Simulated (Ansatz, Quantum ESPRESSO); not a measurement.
**Li3W (Fm-3m): zone-centre phonons**

Which modes does Li3W (Fm-3m) have at the zone centre?

Calculated with Quantum ESPRESSO 7.5; DFT PBE, scalar-relativistic, plane waves, PseudoDojo norm-conserving pseudopotentials.

The structure was built from a prototype and need not be the compound's stable phase.

**1. Set-up**

The structure is cubic, space group Fm-3m (No. 225). The conventional cell has a = 6.714 Å, b = 6.714 Å, c = 6.714 Å, α = 90.00°, β = 90.00°, γ = 90.00°. W has 8 Li at 2.91 Å nearest. Nearest to Li lie 8 Li at 2.91 Å. Nearest to Li lie 4 Li at 2.91 Å and 4 W at 2.91 Å. Farther neighbours are not listed.

**2. A probe with smearing**

Before anything dear is run, a loose run with smearing shows whether this is a metal and how far the cell is from rest.

Contents of probe.in:

```
&control
   calculation = 'scf'
   prefix = 'x'
   outdir = './tmp'
   pseudo_dir = './pseudo'
   tprnfor = .true.
   tstress = .true.
   verbosity = 'high'
/
&system
   ibrav = 0
   nat = 4
   ntyp = 2
   ecutwfc = 74.0
   occupations = 'smearing'
   smearing = 'gaussian'
   degauss = 0.01
/
&electrons
   conv_thr = 1.0d-07
   mixing_beta = 0.7
   electron_maxstep = 100
/
ATOMIC_SPECIES
 W     183.8400  W.upf
 Li      6.9400  Li.upf
CELL_PARAMETERS angstrom
    -3.356776950    0.000000000    3.356776950
     0.000000000    3.356776950    3.356776950
    -3.356776950    3.356776950    0.000000000
ATOMIC_POSITIONS crystal
 W      0.000000000   0.000000000   0.000000000
 Li     0.500000000   0.500000000   0.500000000
 Li     0.750000000   0.750000000   0.750000000
 Li     0.250000000   0.250000000   0.250000000
K_POINTS automatic
 6 6 6 0 0 0
```

Started as:

```sh
OMP_NUM_THREADS=1 mpirun -n 4 pw.x -nk 4 -in probe.in > probe.out
```

Output:

```text
[banners, grids, parts of the stress and lines that vanish by symmetry left out]
Program PWSCF v.7.5
     Message from routine setup:
     using ibrav=0 with symmetry is DISCOURAGED, use correct ibrav instead
[...]
kinetic-energy cutoff     =      74.0000  Ry
     charge density cutoff     =     296.0000  Ry
     scf convergence threshold =      1.0E-07
[...]
Exchange-correlation= PBE
                           (   1   4   3   4   0   0   0)
[...]
48 Sym. Ops., with inversion, found
[...]
(     0          1          0      )
                  (     0          0          1      )
[...]
(  0.0000000  1.0000000  0.0000000 )
                  ( -0.0000000 -0.0000000  1.0000000 )
[...]
(     1          0         -1      )
                  (     0          0         -1      )
[...]
(     0          1          0      )
[...]
( -1.0000000  0.0000000  0.0000000 )
                  (  0.0000000  1.0000000 -0.0000000 )
[...]
number of k points=    16  Gaussian smearing, width (Ry)=  0.0100
[...]
End of self-consistent calculation
[...]
the Fermi energy is     4.6923 ev
!    total energy              =    -194.58574922 Ry
[...]
convergence has been achieved in   7 iterations
[...]
atom    1 type  1   force =     0.00000000   -0.00000000    0.00000000
     atom    2 type  2   force =     0.00000000    0.00000000    0.00000000
     atom    3 type  2   force =     0.00000000    0.00000000   -0.00000000
     atom    4 type  2   force =     0.00000000    0.00000000    0.00000000
[...]
Total force =     0.000000     Total SCF correction =     0.000000
[...]
total   stress  (Ry/bohr**3)                   (kbar)     P=      -73.26
[...]
XML data file, charge density, pseudopotentials, collected wavefunctions

   JOB DONE.
```

The job ended after 7.9 s (4 MPI ranks of Arm Neoverse V1, shared host).

Numbers from this step:

```yaml
volume_per_atom: 18.91 Å³
pressure: -7.326 GPa
gap_on_the_k_mesh: 0 eV
```

No gap opens on this mesh, so smearing is kept; the start stands at -7.3 GPa.

**3. Relaxation**

The relaxation runs at a cutoff a fifth above that of the response, since stress converges more slowly with the basis than frequencies do. Forces and stress are brought to rest with tight thresholds.

Contents of relax.in:

```
&control
   calculation = 'vc-relax'
   prefix = 'x'
   outdir = './tmp'
   pseudo_dir = './pseudo'
   tprnfor = .true.
   tstress = .true.
   forc_conv_thr = 2.0d-05
   etot_conv_thr = 1.0d-07
   nstep = 40
/
&system
   ibrav = 0
   nat = 4
   ntyp = 2
   ecutwfc = 89
   occupations = 'smearing'
   smearing = 'mv'
   degauss = 0.02
/
&electrons
   conv_thr = 1.0d-11
   mixing_beta = 0.7
   electron_maxstep = 100
/
&ions
/
&cell
   press_conv_thr = 0.2
/
ATOMIC_SPECIES
 W     183.8400  W.upf
 Li      6.9400  Li.upf
CELL_PARAMETERS angstrom
    -3.356776950    0.000000000    3.356776950
     0.000000000    3.356776950    3.356776950
    -3.356776950    3.356776950    0.000000000
ATOMIC_POSITIONS crystal
 W      0.000000000   0.000000000   0.000000000
 Li     0.500000000   0.500000000   0.500000000
 Li     0.750000000   0.750000000   0.750000000
 Li     0.250000000   0.250000000   0.250000000
K_POINTS automatic
 8 8 8 0 0 0
```

Started as:

```sh
OMP_NUM_THREADS=1 mpirun -n 4 pw.x -nk 4 -in relax.in > relax.out
```

Output:

```text
[banners, grids, parts of the stress and lines that vanish by symmetry left out]
[banner, memory and clock lines left out]
Program PWSCF v.7.5

[...]
kinetic-energy cutoff     =      89.0000  Ry
     charge density cutoff     =     356.0000  Ry
     scf convergence threshold =      1.0E-11
[...]
energy convergence thresh.=      1.0E-07
     force convergence thresh. =      2.0E-05
     press convergence thresh. =      2.0E-01
     Exchange-correlation= PBE
                           (   1   4   3   4   0   0   0)
[...]
48 Sym. Ops., with inversion, found
[...]
number of k points=    29  Marzari-Vanderbilt smearing, width (Ry)=  0.0200
[...]
End of self-consistent calculation
[...]
the Fermi energy is     4.7088 ev
!    total energy              =    -194.58499477 Ry
[...]
convergence has been achieved in  11 iterations
[...]
atom    1 type  1   force =     0.00000000    0.00000000    0.00000000
     atom    2 type  2   force =     0.00000000   -0.00000000   -0.00000000
     atom    3 type  2   force =     0.00000000    0.00000000   -0.00000000
     atom    4 type  2   force =     0.00000000    0.00000000   -0.00000000
     Total force =     0.000000     Total SCF correction =     0.000000
[...]
total   stress  (Ry/bohr**3)                   (kbar)     P=      -73.22
[...]
number of bfgs steps    =   0
[...]
CELL_PARAMETERS (angstrom)
[...]
ATOMIC_POSITIONS (crystal)
W                0.0000000000        0.0000000000        0.0000000000
Li               0.5000000000        0.5000000000        0.5000000000
Li               0.7500000000        0.7500000000        0.7500000000
Li               0.2500000000        0.2500000000        0.2500000000
[...]
New effective cutoffs (rho, wfc):  364.92   91.25
[...]
End of self-consistent calculation
[...]
the Fermi energy is     4.9998 ev
!    total energy              =    -194.59402528 Ry
[...]
convergence has been achieved in   9 iterations
[...]
atom    1 type  1   force =    -0.00000000   -0.00000000    0.00000000
     atom    2 type  2   force =     0.00000000    0.00000000    0.00000000
     atom    3 type  2   force =    -0.00000000   -0.00000000    0.00000000
     atom    4 type  2   force =    -0.00000000   -0.00000000   -0.00000000
     Total force =     0.000000     Total SCF correction =     0.000000
[...]
total   stress  (Ry/bohr**3)                   (kbar)     P=      -67.70
[...]
number of bfgs steps    =   1
[...]
WARNING: bfgs curvature condition failed, Theta= 0.887
[...]
CELL_PARAMETERS (angstrom)
[...]
ATOMIC_POSITIONS (crystal)
[...]
New effective cutoffs (rho, wfc):  379.12   94.80
[...]
End of self-consistent calculation
[...]
the Fermi energy is     5.4645 ev
!    total energy              =    -194.60566166 Ry
[...]
convergence has been achieved in  10 iterations
[...]
atom    1 type  1   force =    -0.00000000   -0.00000000    0.00000000
     atom    2 type  2   force =     0.00000000    0.00000000   -0.00000000
     atom    3 type  2   force =     0.00000000    0.00000000    0.00000000
     atom    4 type  2   force =     0.00000000    0.00000000    0.00000000
     Total force =     0.000000     Total SCF correction =     0.000000
[...]
convergence has been achieved in  10 iterations
[...]
Total force =     0.000000     Total SCF correction =     0.000000
[...]
total   stress  (Ry/bohr**3)                   (kbar)     P=       12.65
[...]
number of bfgs steps    =   4
[...]
CELL_PARAMETERS (angstrom)
[...]
ATOMIC_POSITIONS (crystal)
[...]
New effective cutoffs (rho, wfc):  424.23  106.08
[...]
the Fermi energy is     6.9910 ev
!    total energy              =    -194.62195763 Ry
[...]
convergence has been achieved in   9 iterations
[...]
Total force =     0.000000     Total SCF correction =     0.000000
[...]
total   stress  (Ry/bohr**3)                   (kbar)     P=       -1.54
[...]
number of bfgs steps    =   5
[...]
CELL_PARAMETERS (angstrom)
[...]
ATOMIC_POSITIONS (crystal)
[...]
New effective cutoffs (rho, wfc):  425.14  106.30
[...]
the Fermi energy is     7.0225 ev
!    total energy              =    -194.62196449 Ry
[...]
convergence has been achieved in   7 iterations
[...]
Total force =     0.000000     Total SCF correction =     0.000000
[...]
total   stress  (Ry/bohr**3)                   (kbar)     P=       -0.06
[...]
number of bfgs steps    =   6
[...]
CELL_PARAMETERS (angstrom)
[...]
ATOMIC_POSITIONS (crystal)
[...]
New effective cutoffs (rho, wfc):  425.17  106.31
[...]
End of self-consistent calculation
[...]
the Fermi energy is     7.0237 ev
!    total energy              =    -194.62196450 Ry
[...]
convergence has been achieved in   5 iterations
[...]
atom    1 type  1   force =     0.00000000    0.00000000    0.00000000
     atom    2 type  2   force =     0.00000000   -0.00000000    0.00000000
     atom    3 type  2   force =     0.00000000    0.00000000   -0.00000000
     atom    4 type  2   force =    -0.00000000   -0.00000000    0.00000000
     Total force =     0.000000     Total SCF correction =     0.000000
[...]
total   stress  (Ry/bohr**3)                   (kbar)     P=       -0.00
[...]
bfgs converged in   8 scf cycles and   7 bfgs steps
[...]
End of BFGS Geometry Optimization
     Final enthalpy           =    -194.6219644975 Ry
     File ./tmp/x.bfgs deleted, as requested
[...]
CELL_PARAMETERS (angstrom)
[...]
ATOMIC_POSITIONS (crystal)
[...]
Li               0.7500000000        0.7500000000        0.7500000000
Li               0.2500000000        0.2500000000        0.2500000000
[...]
Final scf calculation at the relaxed structure.
[...]
kinetic-energy cutoff     =      89.0000  Ry
     charge density cutoff     =     356.0000  Ry
     scf convergence threshold =      1.0E-13
[...]
press convergence thresh. =      2.0E-01
     Exchange-correlation= PBE
                           (   1   4   3   4   0   0   0)
[...]
48 Sym. Ops., with inversion, found
[...]
number of k points=    29  Marzari-Vanderbilt smearing, width (Ry)=  0.0200
[...]
c_bands:  1 eigenvalues not converged
     c_bands:  1 eigenvalues not converged
[...]
End of self-consistent calculation
[...]
the Fermi energy is     7.0237 ev
!    total energy              =    -194.62192198 Ry
[...]
convergence has been achieved in  13 iterations
[...]
atom    1 type  1   force =     0.00000000   -0.00000000    0.00000000
     atom    2 type  2   force =     0.00000000    0.00000000   -0.00000000
     atom    3 type  2   force =    -0.00000000   -0.00000000    0.00000000
     atom    4 type  2   force =     0.00000000    0.00000000   -0.00000000
     Total force =     0.000000     Total SCF correction =     0.000000
[...]
total   stress  (Ry/bohr**3)                   (kbar)     P=       -0.03
[...]
XML data file, charge density, pseudopotentials, collected wavefunctions
```

It took 3.1 min on 4 MPI ranks.

Relaxation path:

| step | energy less that of the first step (eV) | largest force (eV/Å) | pressure (GPa) | volume (Å³) |
| --- | --- | --- | --- | --- |
| 1 | 0.0000 | 0.0000 | -7.32 | 75.65 |
| 2 | -0.1229 | 0.0000 | -6.77 | 72.86 |
| 3 | -0.2812 | 0.0000 | -5.68 | 68.81 |
| 4 | -0.4470 | 0.0000 | -3.30 | 63.01 |
| 5 | -0.4973 | 0.0000 | 1.27 | 56.45 |
| 6 | -0.5029 | 0.0000 | -0.15 | 58.13 |
| 7 | -0.5030 | 0.0000 | -0.01 | 57.94 |
| 8 | -0.5030 | 0.0000 | 0.00 | 57.93 |
| 9 | -0.5024 | 0.0000 | 0.00 | 57.93 |

```
conventional cell, symmetrised  before  after   change
                         a (Å)   6.714  6.142   -8.5 %
                         b (Å)   6.714  6.142   -8.5 %
                         c (Å)   6.714  6.142   -8.5 %
              volume (Å³/atom)   18.91  14.48  -23.4 %
```

Final coordinates:

```xyz
4
Lattice="-3.0712 0.0000 3.0712 0.0000 3.0712 3.0712 -3.0712 3.0712 0.0000" Properties=species:S:1:pos:R:3 pbc="T T T"
W     0.0000    0.0000    0.0000
Li   -3.0712    3.0712    3.0712
Li   -4.6067    4.6067    4.6067
Li   -1.5356    1.5356    1.5356
```

The last row of the table of steps is pw.x's closing run on a basis chosen anew for the final cell, so its energy can jump.

Read from the output:

| Item | Value |
| --- | --- |
| volume per atom | 14.48 Å³ |
| pressure | -0.003000 GPa |

The volume changes by -23.4 % from the cell with which this run began.

**4. Ground state**

The response is built on this ground state, so it is converged far tighter than an energy would need. Smearing stays on, as the first look found no gap above 0.3 eV.

Contents of scf.in:

```
&control
   calculation = 'scf'
   prefix = 'x'
   outdir = './tmp'
   pseudo_dir = './pseudo'
   tprnfor = .true.
   tstress = .true.
/
&system
   ibrav = 0
   nat = 4
   ntyp = 2
   ecutwfc = 74.0
   occupations = 'smearing'
   smearing = 'mv'
   degauss = 0.02
/
&electrons
   conv_thr = 1.0d-12
   mixing_beta = 0.7
   electron_maxstep = 100
/
ATOMIC_SPECIES
 W     183.8400  W.upf
 Li      6.9400  Li.upf
CELL_PARAMETERS angstrom
    -3.071151892    0.000000000    3.071151892
     0.000000000    3.071151892    3.071151892
    -3.071151892    3.071151892    0.000000000
ATOMIC_POSITIONS crystal
 W      0.000000000   0.000000000   0.000000000
 Li     0.500000000   0.500000000   0.500000000
 Li     0.750000000   0.750000000   0.750000000
 Li     0.250000000   0.250000000   0.250000000
K_POINTS automatic
 8 8 8 0 0 0
```

Started as:

```sh
OMP_NUM_THREADS=1 mpirun -n 4 pw.x -nk 4 -in scf.in > scf.out
```

Output:

```text
[banners, grids, parts of the stress and lines that vanish by symmetry left out]
[banner, memory and clock lines left out]
Program PWSCF v.7.5

[...]
kinetic-energy cutoff     =      74.0000  Ry
     charge density cutoff     =     296.0000  Ry
     scf convergence threshold =      1.0E-12
[...]
Exchange-correlation= PBE
                           (   1   4   3   4   0   0   0)
[...]
48 Sym. Ops., with inversion, found
[...]
number of k points=    29  Marzari-Vanderbilt smearing, width (Ry)=  0.0200
[...]
End of self-consistent calculation
[...]
the Fermi energy is     7.0238 ev
!    total energy              =    -194.62182874 Ry
[...]
convergence has been achieved in  12 iterations
[...]
atom    1 type  1   force =    -0.00000000    0.00000000   -0.00000000
     atom    2 type  2   force =     0.00000000    0.00000000   -0.00000000
     atom    3 type  2   force =    -0.00000000   -0.00000000   -0.00000000
     atom    4 type  2   force =    -0.00000000   -0.00000000    0.00000000
     Total force =     0.000000     Total SCF correction =     0.000000
[...]
total   stress  (Ry/bohr**3)                   (kbar)     P=       -0.30
[...]
XML data file, charge density, pseudopotentials, collected wavefunctions
```

Wall time 14 s (4 MPI ranks).

Numbers from this step:

```
pressure : -0.03 GPa
```

The cell stands at -0.03 GPa, close enough for phonons.

[end of part 1 of 3]

[Host names and launcher messages were left out of these logs when they were recorded.]

[Logs are printed without paths, hosts, clocks, repeated set-up lines and the standing remarks that a program may print on its own settings, such as how far it seeks lower states.]

[Hosts, paths, dates, database ids (printed as entryN), source tags and the programs' standing remarks are cut or masked in the printed files.]
